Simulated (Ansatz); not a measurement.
## Stretching the linear Na chain

Wanted: energy, moment and open channels of the linear Na chain from 12 % compression to 30 % stretch.

Calculated with Ansatz 0.2.0; DFT PBE, plane waves, PAW; relaxation of a chain's period, in the first sound run; inputs show where later runs differ.

### 1. Starting point

The cell holds 1 atom: 1 Na. Cell: a = 12.000 Å, b = 12.000 Å, c = 3.088 Å, α = 90.0°, β = 90.0°, γ = 90.0°. Vacuum lies along a and b. The structure's axis is c.

### 2. The relaxed wire

Band widths follow the bond lengths, so the chain is relaxed first. The atoms and the third cell vector are free; the box across stays fixed as vacuum. Moments are seeded so that a magnetic state can form if it lies lower. A Fermi-Dirac smearing is set since the result may be a metal. The pressure printed is a third of the stress's trace over the whole box, vacuum included; only the stress along the axis is relaxed.

Input file input.yaml:

```yaml
crystal:
  lattice:
    - [12.0, 0.0, 0.0]
    - [0.0, 12.0, 0.0]
    - [0.0, 0.0, 3.0876]
  atoms:
    - { symbol: Na, position: [0.5, 0.5, 0.0], spin: 0.5 }
magnetization:
  spin_polarized: true
kpoints:
  mp_grid: { grid: [1, 1, 26] }
scf:
  occupations: { method: fermi_dirac, width: 0.05 }
hamiltonian:
  xc: pbe
relax:
  cell: { fix: [a, b, alpha, beta, gamma] }
  max_steps: 60
```

The run is started by

```sh
ansatz run input.yaml --threads 4 --pin off --max-ram 16384MiB --backend cpu --events-out ev --progress --plain --runs-dir out
```

Numbers of over 12 decimals in the logs are rounded to 6 here.

Log:

```text
Engine: ansatz 0.2.0, x86_64-unknown-linux-gnu
Pseudopotentials: kind: paw
Pseudopotential: Na, paw, valence charge 9, recommended cutoff 420 eV (normal), Na.paw.azcp
Functional definition: PBE
  parameter kappa = 0.804
  parameter beta = 0.066725
  exchange = pbe_x(kappa = kappa, mu = beta*pi^2/3)
  correlation = pbe_c(beta = beta)
Crystal: 1 atoms, lattice volume = 444.614 Å³
Basis set: ecut = 420 eV, 8691 PW (Γ), exchange–correlation on 162×162×48 points (8 copies of the dense FFT grid, shifted against one another)
Bands: 9, of which v1, the nominal top of the filled ones, is band 5 counted from 1 (4 counted from 0)
Symmetry: 16 space group operations
Space group: P4/mmm (ITA 123), of the structure as read, at distance tolerance 7.6e-5 Å
Magnetic group: BNS 123.339 (UNI 999), of the structure as read, at distance tolerance 7.6e-5 Å
k-points: 14 of 26
Non-local potential: Na, projectors of the file, l = 0: 3, l = 1: 2, l = 2: 1
PAW form: soft (Blöchl's): semilocal exchange-correlation on the pseudo side does not see the compensation charge
PAW one-centre angular grid: Na, 110 points (default); XC on 64 Gauss nodes
Initial density: superposition of atomic densities (neutral atoms: chi_scale 0, normalization atom)
Starting moments: Σ|m| = 0.5 μB on 1 of 1 site
Initial wavefunctions: pseudopotential atomic-orbital guess
Functional: x = pbe(κ = 0.804, μ = 0.219515), c = pbe(β = 0.066725)
iter 1 solved again at ethr=2.89e-4 eV; its pass at ethr=3.10e-3 eV (dr2=2.60e-2 eV) is discarded
SCF iter   1: F=—  HF=-1485.703629 eV  |F-HF|=—  |Δ(HF+E_count)|=         —  Δρ=1.04e-2 (↑1.04e-2 ↓9.96e-3)  dr2=2.69e-2  dr2_m=4.23e-1  M=0.016 μB ∫|m|=0.032 μB  β_m=0.30  ethr=2.89e-4  ⟨swp⟩=1.0  Hψ=2474  notcnv=0
preconditioner: auto → Resta (q_TF=auto, 1.424 Å⁻¹)  ε∞=1.2  [insulator: Δε(μ)=0.199 eV  Ē_g=3.855 eV  σ=0.050 eV  W_gap=0.76  n_scr=20 (ndim 8)  ℏωp=1.8 eV  f_vac=0.742  D(μ)=0.38/eV (n_scr^D=0)  ε∞_Penn≈1.2  vacuum switching on, ρ_ref=1.1e-3 e/Å³]
spin=Collinear: Resta preconditioning applied to the charge; magnetization (m = ρ↑ − ρ↓) channel mixes plain (no charge-response kernel on spin).
SCF iter   2: F=—  HF=-1485.752516 eV  |F-HF|=—  |Δ(HF+E_count)|=   4.89e-2  Δρ=7.39e-3 (↑7.39e-3 ↓7.13e-3)  dr2=1.37e-2  dr2_m=2.14e-1  M=0.011 μB ∫|m|=0.024 μB  β_m=0.30  ethr=2.89e-4  ⟨swp⟩=2.0  Hψ=332  notcnv=0
SCF iter   3: F=—  HF=-1485.777858 eV  |F-HF|=—  |Δ(HF+E_count)|=   2.53e-2  Δρ=5.24e-3 (↑5.09e-3 ↓5.24e-3)  dr2=7.16e-5  dr2_m=1.09e-1  M=0.008 μB ∫|m|=0.017 μB  β_m=0.30  ethr=1.53e-4  ⟨swp⟩=3.0  Hψ=452  notcnv=0
SCF iter   4: F=—  HF=-1485.790208 eV  |F-HF|=—  |Δ(HF+E_count)|=   1.23e-2  Δρ=3.71e-3 (↑3.65e-3 ↓3.71e-3)  dr2=2.00e-5  dr2_m=5.52e-2  M=0.006 μB ∫|m|=0.012 μB  β_m=0.30  ethr=7.96e-7  ⟨swp⟩=2.0  Hψ=423  notcnv=0
SCF iter   5: F=—  HF=-1485.796404 eV  |F-HF|=—  |Δ(HF+E_count)|=   6.20e-3  Δρ=2.63e-3 (↑2.63e-3 ↓2.62e-3)  dr2=2.16e-6  dr2_m=2.80e-2  M=0.004 μB ∫|m|=0.009 μB  β_m=0.30  ethr=2.22e-7  ⟨swp⟩=2.0  Hψ=484  notcnv=0
SCF iter   6: F=—  HF=-1485.799498 eV  |F-HF|=—  |Δ(HF+E_count)|=   3.09e-3  Δρ=1.87e-3 (↑1.87e-3 ↓1.87e-3)  dr2=3.77e-8  dr2_m=1.43e-2  M=0.003 μB ∫|m|=0.007 μB  β_m=0.30  ethr=2.40e-8  ⟨swp⟩=2.3  Hψ=492  notcnv=0
Mixer restart at iter 6: flushing history
spin-set hold released at iteration 6 (site moments contracting): the magnetisation degrees of freedom join the quasi-Newton model from the next iteration; the mixer history was flushed
SCF iter   7: F=—  HF=-1485.801078 eV  |F-HF|=—  |Δ(HF+E_count)|=   1.58e-3  Δρ=1.34e-3 (↑1.33e-3 ↓1.34e-3)  dr2=2.19e-8  dr2_m=7.27e-3  M=0.002 μB ∫|m|=0.005 μB  β_m=0.65  ethr=4.19e-10  ⟨swp⟩=3.0  Hψ=556  notcnv=0
SCF iter   8: F=—  HF=-1485.802716 eV  |F-HF|=—  |Δ(HF+E_count)|=   1.64e-3  Δρ=1.48e-5 (↑1.48e-5 ↓1.47e-5)  dr2=1.56e-9  dr2_m=8.86e-7  M=0.000 μB ∫|m|=0.000 μB  β_m=0.82  ethr=2.43e-10  ⟨swp⟩=3.5  Hψ=658  notcnv=0
SCF iter   9: F=—  HF=-1485.802723 eV  |F-HF|=—  |Δ(HF+E_count)|=   6.72e-6  Δρ=3.56e-6 (↑3.36e-6 ↓3.56e-6)  dr2=3.83e-10  dr2_m=4.86e-8  M=0.000 μB ∫|m|=0.000 μB  β_m=0.91  ethr=1.73e-11  ⟨swp⟩=4.0  Hψ=648  notcnv=0
SCF iter  10: F=—  HF=-1485.802723 eV  |F-HF|=—  |Δ(HF+E_count)|=   1.36e-7  Δρ=3.38e-7 (↑3.38e-7 ↓2.88e-7)  dr2=4.58e-10  dr2_m=1.47e-10  M=0.000 μB ∫|m|=0.000 μB  β_m=0.81  ethr=4.26e-12  ⟨swp⟩=3.5  Hψ=632  notcnv=0
SCF iter  11: F=—  HF=-1485.802723 eV  |F-HF|=—  |Δ(HF+E_count)|=   1.04e-9  Δρ=1.32e-7 (↑1.18e-7 ↓1.32e-7)  dr2=1.05e-11  dr2_m=5.91e-11  M=0.000 μB ∫|m|=0.000 μB  β_m=0.90  ethr=4.26e-12  ⟨swp⟩=3.0  Hψ=575  notcnv=0
SCF iter  12: F=-1485.802723 eV  HF=-1485.802723 eV  |F-HF|=4.21e-11  |Δ(HF+E_count)|=   1.09e-9  Δρ=2.20e-8 (↑2.20e-8 ↓1.81e-8)  dr2=7.05e-13  dr2_m=1.63e-12  M=0.000 μB ∫|m|=0.000 μB  ethr=1.00e-12  ⟨swp⟩=2.5  Hψ=506  notcnv=0
WARN: the starting moments were not kept: the SCF closed with an absolute magnetisation of 1.7e-6 μB, where they sum to 0.5 μB in size (1 site). That is at most 0.1 of that sum. Measured as dr2_m measures the in/out step, that magnetisation stands 3.0e-13 eV from none, at or under the dr2_threshold of 1.0e-7 eV: it is no larger than a step whose dr2_m would equal this threshold. The system may hold no moment; this SC [...]
SCF 1 converged in 12 iterations: F = -1485.802723 eV  dr2 = 7.05e-13
  greatest PAW one-centre occupation: 0.999 electrons in one spin orbital (limit 2), on the Na atom at site 0 (counted from 0), in its partial waves of l = 0
relax step   1: F+E_penalty+E_count = -1485.80272313 eV  Δ(F+E_penalty+E_count) = +0.000e0 eV  max|allowed force component| = 0.000e0 eV/Å  Δτ_max = 0.0000 Å  P = +0.064 GPa  Ω = 444.614 Å³  fix = [a, b, alpha, beta, gamma]  reactions: a -0.003, b -0.003 GPa  (12 SCF iters, dr2 threshold 1.00e-7 eV, accepted)
Crystal: 1 atoms, lattice volume = 447.269 Å³
Basis set: ecut = 420 eV, 8739 PW (Γ), exchange–correlation on 162×162×48 points (8 copies of the dense FFT grid, shifted against one another)
Initial density: handed on by an earlier stage of this run
Starting moments: Σ|m| = 0.5 μB on 1 of 1 site; this step starts from the density that it was given
Initial wavefunctions: those handed on with the density
iter 1 solved again at ethr=9.25e-8 eV; its pass at ethr=3.10e-3 eV (dr2=8.32e-6 eV) is discarded
SCF iter   1: F=—  HF=-1485.805847 eV  |F-HF|=—  |Δ(HF+E_count)|=         —  Δρ=5.89e-5 (↑5.89e-5 ↓5.36e-5)  dr2=2.21e-6  dr2_m=1.28e-5  M=-0.000 μB ∫|m|=0.000 μB  β_m=0.30  ethr=9.25e-8  ⟨swp⟩=2.9  Hψ=2265  notcnv=0
[...]
relax step   4: F+E_penalty+E_count = -1485.82265978 eV  Δ(F+E_penalty+E_count) = -1.549e-3 eV  max|allowed force component| = 0.000e0 eV/Å  Δτ_max = 0.0000 Å  P = +0.000 GPa  Ω = 477.478 Å³  energy of the carried Pulay correction = -2.430e-5 eV  fix = [a, b, alpha, beta, gamma]  reactions: a -0.004, b -0.004 GPa  (6 SCF iters, dr2 threshold 6.49e-9 eV, accepted)
Initial wavefunctions: pseudopotential atomic-orbital guess (no wavefunctions were taken with the density)
iter 1 solved again at ethr=6.26e-7 eV; its pass at ethr=3.10e-3 eV (dr2=5.63e-5 eV) is discarded
SCF iter   1: F=—  HF=-1485.811541 eV  |F-HF|=—  |Δ(HF+E_count)|=         —  Δρ=6.30e-5 (↑6.30e-5 ↓6.30e-5)  dr2=2.53e-5  dr2_m=6.87e-12  M=-0.000 μB ∫|m|=0.000 μB  β_m=0.30  ethr=6.26e-7  ⟨swp⟩=3.1  Hψ=2684  notcnv=0
preconditioner: auto → Resta (q_TF=auto, 1.407 Å⁻¹)  ε∞=1.2  [insulator: Δε(μ)=0.264 eV  Ē_g=3.479 eV  σ=0.050 eV  W_gap=0.87  n_scr=20 (ndim 8)  ℏωp=1.7 eV  f_vac=0.767  D(μ)=0.39/eV (n_scr^D=0)  ε∞_Penn≈1.2  vacuum switching on, ρ_ref=8.8e-4 e/Å³]
spin=Collinear: Resta preconditioning applied to the charge; magnetization (m = ρ↑ − ρ↓) channel mixes plain (no charge-response kernel on spin).
SCF iter   2: F=—  HF=-1485.815644 eV  |F-HF|=—  |Δ(HF+E_count)|=   4.10e-3  Δρ=4.36e-5 (↑4.36e-5 ↓4.36e-5)  dr2=2.65e-6  dr2_m=4.17e-12  M=-0.000 μB ∫|m|=0.000 μB  β_m=0.37  ethr=2.81e-7  ⟨swp⟩=2.1  Hψ=356  notcnv=0
SCF iter   3: F=—  HF=-1485.820131 eV  |F-HF|=—  |Δ(HF+E_count)|=   4.49e-3  Δρ=2.30e-5 (↑2.30e-5 ↓2.30e-5)  dr2=1.94e-6  dr2_m=1.72e-12  M=-0.000 μB ∫|m|=0.000 μB  β_m=0.68  ethr=2.94e-8  ⟨swp⟩=2.8  Hψ=398  notcnv=0
SCF iter   4: F=—  HF=-1485.822455 eV  |F-HF|=—  |Δ(HF+E_count)|=   2.32e-3  Δρ=8.19e-6 (↑8.19e-6 ↓8.19e-6)  dr2=1.43e-6  dr2_m=4.49e-13  M=-0.000 μB ∫|m|=0.000 μB  β_m=0.84  ethr=2.16e-8  ⟨swp⟩=2.5  Hψ=370  notcnv=0
SCF iter   5: F=—  HF=-1485.822723 eV  |F-HF|=—  |Δ(HF+E_count)|=   2.68e-4  Δρ=1.95e-6 (↑1.95e-6 ↓1.94e-6)  dr2=1.21e-7  dr2_m=3.67e-14  M=-0.000 μB ∫|m|=0.000 μB  β_m=0.74  ethr=1.59e-8  ⟨swp⟩=1.9  Hψ=350  notcnv=0
SCF iter   6: F=—  HF=-1485.822727 eV  |F-HF|=—  |Δ(HF+E_count)|=   4.34e-6  Δρ=5.23e-7 (↑5.23e-7 ↓5.21e-7)  dr2=1.46e-8  dr2_m=2.76e-14  M=-0.000 μB ∫|m|=0.000 μB  β_m=0.87  ethr=1.35e-9  ⟨swp⟩=2.1  Hψ=354  notcnv=0
SCF iter   7: F=—  HF=-1485.822728 eV  |F-HF|=—  |Δ(HF+E_count)|=   9.95e-7  Δρ=1.11e-7 (↑1.11e-7 ↓1.10e-7)  dr2=1.67e-9  dr2_m=7.07e-15  M=-0.000 μB ∫|m|=0.000 μB  β_m=0.82  ethr=1.62e-10  ⟨swp⟩=1.9  Hψ=350  notcnv=0
SCF iter   8: F=—  HF=-1485.822728 eV  |F-HF|=—  |Δ(HF+E_count)|=   9.34e-9  Δρ=5.64e-8 (↑5.63e-8 ↓5.64e-8)  dr2=5.00e-10  dr2_m=1.24e-15  M=-0.000 μB ∫|m|=0.000 μB  β_m=0.91  ethr=1.85e-11  ⟨swp⟩=1.6  Hψ=270  notcnv=0
SCF iter   9: F=—  HF=-1485.822761 eV  |F-HF|=—  |Δ(HF+E_count)|=   3.27e-5  Δρ=2.91e-7 (↑2.91e-7 ↓2.91e-7)  dr2=1.58e-9  dr2_m=4.37e-16  M=-0.000 μB ∫|m|=0.000 μB  β_m=0.91  ethr=5.56e-12  ⟨swp⟩=3.3  Hψ=500  notcnv=0
SCF iter  10: F=—  HF=-1485.822761 eV  |F-HF|=—  |Δ(HF+E_count)|=  8.56e-10  Δρ=2.87e-7 (↑2.87e-7 ↓2.87e-7)  dr2=1.55e-9  dr2_m=4.03e-16  M=-0.000 μB ∫|m|=0.000 μB  β_m=0.73  ethr=5.56e-12  ⟨swp⟩=1.0  Hψ=252  notcnv=0
SCF iter  11: F=—  HF=-1485.822761 eV  |F-HF|=—  |Δ(HF+E_count)|=   1.51e-9  Δρ=2.83e-7 (↑2.83e-7 ↓2.83e-7)  dr2=1.59e-9  dr2_m=5.86e-16  M=-0.000 μB ∫|m|=0.000 μB  β_m=0.59  ethr=5.56e-12  ⟨swp⟩=1.5  Hψ=266  notcnv=0
SCF iter  12: F=—  HF=-1485.822761 eV  |F-HF|=—  |Δ(HF+E_count)|=   2.13e-8  Δρ=2.03e-7 (↑2.03e-7 ↓2.02e-7)  dr2=1.03e-9  dr2_m=2.30e-14  M=-0.000 μB ∫|m|=0.000 μB  β_m=0.80  ethr=5.56e-12  ⟨swp⟩=1.6  Hψ=270  notcnv=0
SCF iter  13: F=—  HF=-1485.822761 eV  |F-HF|=—  |Δ(HF+E_count)|=   1.47e-8  Δρ=2.58e-7 (↑2.58e-7 ↓2.58e-7)  dr2=1.33e-9  dr2_m=3.55e-16  M=-0.000 μB ∫|m|=0.000 μB  β_m=0.77  ethr=5.56e-12  ⟨swp⟩=1.6  Hψ=270  notcnv=0
SCF iter  14: F=—  HF=-1485.822761 eV  |F-HF|=—  |Δ(HF+E_count)|=   1.50e-8  Δρ=1.97e-7 (↑1.97e-7 ↓1.96e-7)  dr2=8.16e-10  dr2_m=2.52e-15  M=-0.000 μB ∫|m|=0.000 μB  β_m=0.88  ethr=5.56e-12  ⟨swp⟩=1.6  Hψ=270  notcnv=0
SCF iter  15: F=—  HF=-1485.822761 eV  |F-HF|=—  |Δ(HF+E_count)|=   1.97e-8  Δρ=2.67e-8 (↑2.67e-8 ↓2.67e-8)  dr2=1.57e-11  dr2_m=2.28e-15  M=-0.000 μB ∫|m|=0.000 μB  β_m=0.94  ethr=5.56e-12  ⟨swp⟩=1.9  Hψ=276  notcnv=0
SCF iter  16: F=-1485.822761 eV  HF=-1485.822761 eV  |F-HF|=0.00e0  |Δ(HF+E_count)|=  3.97e-10  Δρ=5.01e-10 (↑4.73e-10 ↓5.01e-10)  dr2=5.47e-15  dr2_m=1.47e-17  M=-0.000 μB ∫|m|=0.000 μB  ethr=1.00e-12  ⟨swp⟩=4.9  Hψ=692  notcnv=0
the starting moments were not kept: the SCF closed with an absolute magnetisation of 2.7e-9 μB, where they sum to 0.5 μB in size (1 site). That is at most 0.1 of that sum. Measured as dr2_m measures the in/out step, that magnetisation stands 2.8e-19 eV from none, at or under the dr2_threshold of 1.0e-11 eV: it is no larger than a step whose dr2_m would equal this threshold.
SCF 5 converged in 16 iterations: F = -1485.822761 eV  dr2 = 5.47e-15
relax step   5: F+E_penalty+E_count = -1485.82276075 eV  Δ(F+E_penalty+E_count) = -1.010e-4 eV  max|allowed force component| = 0.000e0 eV/Å  Δτ_max = 0.0000 Å  P = +0.001 GPa  Ω = 477.478 Å³  fix = [a, b, alpha, beta, gamma]  reactions: a -0.003, b -0.003 GPa  stress off target by 9.92e-3 GPa on what of the cell is left free  SCF on the basis re-selected at this cell (its energy is not comparable with the rows above)  (16 SCF iters)
basis re-selected at this cell: Δ(F+E_penalty+E_count) = -1.010e-4 eV, ΔP = +0.001 GPa vs the last step (what re-selecting the basis moved, of the pressure what is left beyond the Pulay correction that the steps carried, after the strain that the cell walked since its last selection, with what the two solves' SCF thresholds leave and, on support functions, any second-order correction that the steps lacked; it is no measure of the basis error at this ecutwfc). This SCF's stress stands 9.92e-3 GPa from its target on what of the cell is left free (relax.cell.stress_tol is 5.00e-2 GPa) and its largest allowed force component is 0.00e0 eV/Å (relax.f_tol is 1.00e-2 eV/Å): [rest of the remark cut]
SCF converged after 16 iterations
Magnetization: -0.0000 μB (4.5000 up, 4.5000 down)
Absolute magnetization: 0.0000 μB (∫|ρ↑−ρ↓|, with the PAW one-centre terms)
Spin contamination: 0.0000 ħ² per cell (⟨S²⟩ above its minimum at these occupations)
Per-site moments (μB) at R_I (Å): [(-1.7826073210253467e-10, 1.367775)]
Free energy (F): -1485.822761 eV
Harris-Foulkes:  -1485.822761 eV  (|F-HF|=0.00e0)
Internal energy: -1485.818930 eV  (E = F + TS)
E sigma→0 (E₀):  -1485.820845 eV
Entropy (-TS):   -0.003831 eV (-3.831 meV/atom)
Fermi energy:    -2.591020 eV
--- Per-component energies (eV) ---
  E_band       = -282.768795
  E_kinetic    = 119.779866
  E_local      = -2311.761306  (includes V_loc(G=0)·N_el)
  E_nonlocal   = 115.091657
  E_hartree    = 941.264155
  E_xc         = -37.624436
  E_vxc        = -48.299036  (∫ρ·V_xc dr)
  E_paw        = -263.230236  (= ΣΔE_a)
  E_vpaw       = -40.108253  (= ΣTr[D̂ρ^β])
  E_aug_tail   = -0.000031  (compensation charges beyond the density's cutoff)
  E_ewald      = -49.338598
  E_smearing   = -0.003831  (= −TS)
  E_closure    = 0.000000  (closes the sum)
  Σ components = -1485.822761   (vs F -1485.822761, Δ=0.00e0)
--- Forces (eV/Å), atoms counted from 1 ---
  atom   1  Na     0.00000000     0.00000000     0.00000000
  max |Σ_I F_I| component: 0.00e0 eV/Å
--- Stress (GPa, compression-positive) ---
       -0.003444       0.000000       0.000000
        0.000000      -0.003444       0.000000
        0.000000       0.000000       0.009921
  P = ⅓ Tr σ = 0.0010 GPa (0.010 kbar)
--- Relaxed structure (4 steps of the walk, 4 accepted, 1 SCFs on fresh bases) ---
  F+E_penalty+E_count = -1485.82276075 eV   max|allowed force component| = 0.000e0 eV/Å   (the final SCF, on the basis selected at the relaxed cell)
  cell:  # Å, volume = 477.4778 Å³
    - [12.0, 0.0, 0.0]
    - [0.0, 12.0, 0.0]
    - [0.0, 0.0, 3.315818]
  atoms:
    - { symbol: Na, position: [0.5, 0.5, 0.0] }
```

Wall time 9.3 s (4 threads of Intel Xeon Platinum 8488C (Sapphire Rapids), shared host); peak memory 0.7 GiB.

Relaxation path:

| step | energy less that of the first step (eV) | largest force component (eV/Å) | pressure (GPa) | volume (Å³) |
| --- | --- | --- | --- | --- |
| 1 | 0.0000 | 0.0000 | 0.06 | 444.61 |
| 2 | -0.0031 | 0.0000 | 0.06 | 447.27 |
| 3 | -0.0184 | 0.0000 | 0.01 | 468.94 |
| 4 | -0.0199 | 0.0000 | 0.00 | 477.48 |
| 5* | -0.0200 | 0.0000 | 0.00 | 477.48 |

Relaxation steps marked * repeat the geometry before them on a plane-wave basis chosen anew for their cell, so energy and pressure can jump there.

| cell as run | before | after | change |
| --- | --- | --- | --- |
| c (Å) | 3.088 | 3.316 | +7.4 % |

Final coordinates:

```xyz
1
Lattice="12.0000 0.0000 0.0000 0.0000 12.0000 0.0000 0.0000 0.0000 3.3158" Properties=species:S:1:pos:R:3
Na    6.0000    6.0000    0.0000
```

Numbers from this step:

| Item | Value |
| --- | --- |
| energy at zero smearing | -1485.8208 eV |
| cell length along the wire | 3.316 Å |

The cell's length comes to 3.316 Å with no moment.

### 3. At a set period, period over the relaxed period 0.88, k-mesh 1×1×28

This step: DFT PBE, plane waves, PAW; channels and complex bands of a perfect chain (Ansatz 0.2.0).

The period is set to 0.88 times the relaxed one: shorter bonds widen the bands.

The cell differs from the one that the last finished run ended in (c 3.316 → 2.918 Å).

input.yaml, the sections that differ from step 2:

```yaml
crystal:
  lattice:
    - [12.0, 0.0, 0.0]
    - [0.0, 12.0, 0.0]
    - [0.0, 0.0, 2.9179200652]
  atoms:
    - { symbol: Na, position: [0.5, 0.5, 0.0], spin: 0.5 }
kpoints:
  mp_grid: { grid: [1, 1, 28] }
output:
  transmission:
    e_range: [-2, 2]
    de: 0.035
    kmesh: [1, 1]
    reduced_basis: true
    leads: [[0, 0]]
  stress: true
# magnetization, scf, hamiltonian: as in step 2
# relax: removed
```

Log:

```text
[...]
Crystal: 1 atoms, lattice volume = 420.180 Å³
Basis set: ecut = 420 eV, 8161 PW (Γ)
Bands: 9, of which v1, the nominal top of the filled ones, is band 5 counted from 1 (4 counted from 0)
Symmetry: 16 space group operations
[...]
k-points: 15 of 28
[...]
Starting moments: Σ|m| = 0.5 μB on 1 of 1 site
[...]
SCF iter  13: F=-1485.756486 eV  HF=-1485.756486 eV  |F-HF|=2.27e-11  |Δ(HF+E_count)|=   1.05e-9  Δρ=2.13e-8 (↑2.01e-8 ↓2.13e-8)  dr2=1.94e-14  dr2_m=1.64e-12  M=-0.000 μB ∫|m|=0.000 μB  ethr=1.18e-12  ⟨swp⟩=3.4  Hψ=776  notcnv=0
SCF 1 converged in 13 iterations: F = -1485.756486 eV  dr2 = 1.94e-14
[...]
transmission: 8 of 48 steps passed
transmission: 12 of 48 steps passed
[...]
transmission: 48 of 48 steps passed
SCF converged after 13 iterations
Magnetization: -0.0000 μB (4.5000 up, 4.5000 down)
Absolute magnetization: 0.0000 μB (∫|ρ↑−ρ↓|, with the PAW one-centre terms)
[...]
Per-site moments (μB) at R_I (Å): [(-1.0640933616050744e-6, 1.203642026895)]
Free energy (F): -1485.756486 eV
[...]
Internal energy: -1485.751332 eV  (E = F + TS)
E sigma→0 (E₀):  -1485.753909 eV
Entropy (-TS):   -0.005154 eV (-5.154 meV/atom)
Fermi energy:    -2.508123 eV
[...]
--- Stress (GPa, compression-positive) ---
       -0.003236       0.000000       0.000000
        0.000000      -0.003236       0.000000
        0.000000       0.000000       0.402244
  P = ⅓ Tr σ = 0.1319 GPa (1.319 kbar)
--- Band table (eV; the first three rows and the last of 30) ---
[...]
--- Transmission ---
  basis      : 1265 plane waves across, 4 finite elements along
  points     : 1, standing for a mesh of 1 x 1
  filling    : by the input's occupations and mesh, since the crystals that have channels conduct as metals do. If one of these is a semiconductor, that mesh has misplaced its level
  energies   : 115 from -2.000000 to 1.990000 eV about the Fermi level, 0.035000 eV apart; the leads are filled to 0.000000 eV, and channels, transmission and decay are at -0.005000 eV
  crystal 0  : Na1, at the sites [0, 0], period 2.9179 Å: whole cells are its period
    offset         : up to 0.0000 Å between an atom of the period and one for which it stands
    filled         : 0.1 meV under the level at which it is neutral
    channels       : 1.000000e0 up, 1.000000e0 down
    conductance    : 5.3806e13 S/m² at 300 K; may be off by some 0.0 % by where its bands' edges are placed, 0.0 % from the distance to neutral
```

Run time: 45 s. Hardware: 4 threads; peak memory 0.97 GiB.

This step gave:

- energy at zero smearing: -1485.7539 eV
- channels at the energy nearest the Fermi level, spin up: 1
- channels at the energy nearest the Fermi level, spin down: 1
- conductance of the lead as this run defines it: 1.0000 G₀
- band gap: 0 eV

The open channels of the lead by energy, zero at the Fermi level:

| energy (eV) | spin up | spin down |
| --- | --- | --- |
| -1.195 | 0 | 0 |
| -0.985 | 1 | 1 |
| -0.810 | 1 | 1 |
| -0.600 | 1 | 1 |
| -0.390 | 1 | 1 |
| -0.215 | 1 | 1 |
| -0.005 | 1 | 1 |
| 0.205 | 1 | 1 |
| 0.415 | 1 | 1 |
| 0.590 | 1 | 1 |
| 0.800 | 1 | 1 |
| 1.010 | 1 | 1 |
| 1.185 | 1 | 1 |
| 1.395 | 3 | 3 |
| 1.605 | 3 | 3 |
| 1.815 | 3 | 3 |

At the computed energy nearest the Fermi level there are 1 spin-up and 1 spin-down channels, and the thermal average gives 1.000 G₀.

(Part 1 of 2 ends here.)

[Logs are printed without paths, hosts, clocks, repeated set-up lines and the standing remarks that a program may print on its own settings, such as how far it seeks lower states.]

[Hosts, paths, dates, database ids (printed as entryN), source tags and the programs' standing remarks are cut or masked in the printed files.]
